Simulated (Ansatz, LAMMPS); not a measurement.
# Amorphous 93SiO2-7B2O3 (mol %) (88 atoms): relaxation and levels of theory

Which bonds does the relaxation leave, and how do the Kohn-Sham gap, forces and pressure change with k-mesh and functional?

Calculated with Ansatz 0.2.0: Kohn-Sham DFT, PBE, PAW (set soft_2), plane waves; cutoff 420 eV, Γ point, fermi-dirac smearing of 0.025 eV.

**The cell**

Density at the start: 2.16 g/cm³. The cell holds 88 atoms: 26 Si, 4 B and 58 O. Its edges and angles: a = 10.929 Å, b = 10.929 Å, c = 10.929 Å, α = 90.0°, β = 90.0°, γ = 90.0°. 88 atoms (26 Si, 4 B, 58 O) placed at random at 2.16 g/cm³, melted at 4000 K for 10 ps at fixed volume with the Buckingham and Coulomb pair potential of Guillot and Sator (Geochim. Cosmochim. Acta 71, 1249 (2007)) with the boron terms of Wang et al. (J. Non-Cryst. Solids 498, 294 (2018)). Quenched from 4000 K to 300 K at 100 K/ps and fixed volume, held 5 ps, then minimised at fixed cell.

Cell and atoms were relaxed with PBE. The walk converged after 16 steps by the program's count, with a largest force component of 0.0152 eV/Å; it began at an r.m.s. force component of 0.67 eV/Å. The edges went from 10.929, 10.929, 10.929 to 11.123, 10.946, 10.687 Å, and the volume from 14.834 to 14.759 Å³ an atom (-0.5 %).

The input of the reference single point:

```yaml
crystal:
  lattice:
    - [11.11789, -0.15122, -0.29577]
    - [-0.15122, 10.94503, 0.01089]
    - [-0.29577, 0.01089, 10.68299]
  atoms:
    - { symbol: Si, position: [0.1953, 0.66847, 0.65953] }
    - { symbol: Si, position: [0.55742, 0.33793, 0.08329] }
    - { symbol: Si, position: [0.41466, 0.46292, 0.27837] }
    - { symbol: Si, position: [0.15814, 0.41186, 0.15038] }
    [... 82 atom lines left out ...]
    - { symbol: O, position: [0.55692, 0.73965, 0.21092] }
    - { symbol: O, position: [0.45291, 0.35095, 0.37064] }
kpoints:
  mp_grid: { grid: [1, 1, 1] }
hamiltonian:
  xc: pbe
scf:
  occupations: { method: fermi_dirac, width: 0.025 }
output:
  forces: true
  stress: true
  populations: true
  dos:
    method: { smearing: { sigma: 0.08 } }
    de: 0.05
    projected: { site_lists: { B: [B], O: [O], Si: [Si] } }
  eigenvalues: true
  write_density: true
  write_potential: true
  volumetric_format: npy
```

**Bonds after relaxation**

Bonds by pair of elements; cutoffs follow the first minimum of g(r), held within bounds set by covalent radii, and pairs that aren't listed don't count as bonded:

```
pair A-B  cutoff (Å)  bonds  mean length (Å)  spread (Å)  shortest (Å)  B about A  A about B
    O-Si        2.08    103             1.63       0.016          1.53       1.78       3.96
     O-B        1.77     12             1.38       0.006          1.36      0.207          3
```

How many atoms have how many bonded neighbours:

```
element  mean  1   2  3   4
      B     3  0   0  4   0
      O  1.98  1  57  0   0
     Si  3.96  0   0  1  25
```

**Levels of theory**

Single points at the relaxed geometry:

```
functional  k-mesh  Kohn-Sham gap (eV)  pressure (GPa)  r.m.s. force component (eV/Å)  SCF cycles     time
       PBE   1×1×1               4.477            0.00                          0.004           8    9.7 s
       PBE   2×2×2               4.477            0.00                          0.005           8     74 s
     HSE06   1×1×1               6.207           -4.52                          0.192          16  2.3 min
    r2SCAN   1×1×1               5.097           -4.39                          0.158           9     34 s
    PBEsol   1×1×1               4.433           -2.28                          0.059           9    9.5 s
```

The gap is that between the highest filled and lowest empty Kohn-Sham level on the run's k-points. Cutoffs: 420 eV for PBE, HSE06 and PBEsol; 500 eV for r2SCAN. Times come from shared hosts and are rough.

**Findings**

By these cutoffs 100 % of B atoms have 3, 98 % of O atoms have 2 and 96 % of Si atoms have 4 neighbours. The Kohn-Sham gap is 4.48 eV with PBE on the 1×1×1 mesh and 4.48 eV on 2×2×2. On the 1×1×1 mesh HSE06 changes the gap by +1.73 eV against PBE. Carrying that shift over to the 2×2×2 mesh gives 4.48 + 1.73 = 6.21 eV, an estimate that takes the shift to be alike at all k-points. On the reference's mesh the gap changes with r2SCAN by +0.62 eV and PBEsol by -0.04 eV. Against the reference the pressure changes with HSE06 by -4.5 GPa, r2SCAN by -4.4 GPa and PBEsol by -2.3 GPa; a negative change means a smaller volume than PBE would take. The denser mesh moves the energy by -0.4 meV/atom and the pressure by +0.00 GPa.

Limits: All single points share the geometry relaxed with PBE. One sample; tail or defect levels can set the gap of a disordered cell. The quench rate of 100 K/ps is many orders above laboratory rates, so the cell is likely richer in defects and strain than a real sample. The network of bonds at the start is that of the classical potential that made the cell, and needn't be the one that DFT or experiment would give. In some runs the program notes that the exchange-correlation potential is rough where the density is thin, it cut back its work space to fit the memory limit, the exchange threshold is loose for the stress and the SCF threshold is loose for the stress.

[Logs are printed without paths, hosts, clocks, repeated set-up lines and the standing remarks that a program may print on its own settings, such as how far it seeks lower states.]

[Hosts, paths, dates, database ids (printed as entryN), source tags and the programs' standing remarks are cut or masked in the printed files.]
